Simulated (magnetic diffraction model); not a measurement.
# Magnetic neutron pattern of Sc₇Zn₂Cr₂Ga₁₀

Space group C2/m (no. 12), a = 11.0540 Å, b = 8.4630 Å, c = 8.3880 Å, β = 105.75°.

```
site  atom       x       y       z
  4i    Ga  0.7245       0  0.9169
  8j    Ga  0.3497  0.8112  0.4433
  8j    Ga  0.5972  0.7872  0.1536
  4i    Zn  0.9535       0  0.6492
  4i    Cr  0.7716       0  0.3499
  8j    Sc  0.6401  0.3140  0.8471
  4i    Sc  0.4995       0  0.6778
  2a    Sc       0       0       0
```

This is a made-up structure (elements placed in a structure type, unrelaxed), so the numbers test the method and describe no known phase.

Only Cr is taken to order (form factors of Cr2+); orders and moment sizes are assumed, and not adapted to the symmetry. Radiation: neutrons of λ = 1.594 Å, 3° to 30°; isotropic B of 0.24 Å² (Ga), 0.27 Å² (Zn), 0.35 Å² (Cr) and 0.38 Å² (Sc). The intensities are simulated: I ∝ L Σ (|F_N|² + |F_M⊥|²) for unpolarised neutrons, with F_M = 2.695 fm/μB × Σ f(s) S exp(2πi Q·r) exp(−B s²) at Q = H ± k (one set where k and −k are equivalent), only the part normal to Q counting and L = 1/(sin²θ cos θ). For collinear order S is the moment m, which repeats by lattice and centring translations R with the sign exp(−2πi k·R). Form factors are spin-only for 3d ions and dipole or tabulated for f ions, scattering lengths are Sears's of 1992, and absorption is left out. A label names one of the reflections at its angle. The strongest nuclear line in the range is 100, and lines under 0.2 are left out.

Assume the order k = (1 0 0), collinear moments along [001], 1.59 μB on Cr; signs + at (0.7716, 0, 0.3499), − at (0.2284, 0, 0.6501).

Q: Where does magnetic intensity appear, and how strong is it?

```csv
2θ (°),index,nuclear,magnetic
8.59,(1 0 0),0.0,16.4
11.33,(0 0 1),59.0,0.0
12.23,(1 0 -1),0.0,0.4
13.82,(1 1 0),1.1,0.0
15.68,(0 1 1),0.0,3.0
16.00,(1 0 1),0.0,1.1
16.35,(1 1 -1),32.6,0.0
17.23,(2 0 0),17.7,0.0
17.89,(2 0 -1),45.4,0.0
19.35,(1 1 1),100.0,0.0
20.39,(2 1 0),0.0,0.3
20.94,(2 1 -1),0.0,2.8
21.71,(0 2 0),4.7,0.0
22.77,(0 0 2),1.4,0.0
23.14,(2 0 1),16.8,0.0
23.39,(1 2 0),0.0,3.2
24.56,(0 2 1),8.0,0.0
24.60,(2 0 -2),22.7,0.0
24.61,(1 1 -2),4.3,0.0
24.99,(1 2 -1),0.0,0.5
25.27,(0 1 2),0.0,0.6
25.60,(2 1 1),0.0,0.8
25.98,(3 0 0),0.0,1.0
26.94,(2 1 -2),0.0,0.5
27.09,(1 2 1),0.0,0.9
27.85,(2 2 0),41.3,0.0
28.21,(3 1 0),1.6,0.0
28.27,(2 2 -1),0.7,0.0
28.72,(1 1 2),22.9,0.0
```

The strongest magnetic line in the range is (1 0 0) at 8.59° (16.4). On top of the Lorentz factor, which all lines share, magnetic lines fade with angle because f falls: for Cr2+ it is 0.88, 0.62, 0.37 and 0.09 at sin θ/λ = 0.1, 0.2, 0.3 and 0.5 Å⁻¹, while nuclear lengths stay constant. The order has no net moment.

[Logs are printed without paths, hosts, clocks, repeated set-up lines and the standing remarks that a program may print on its own settings, such as how far it seeks lower states.]
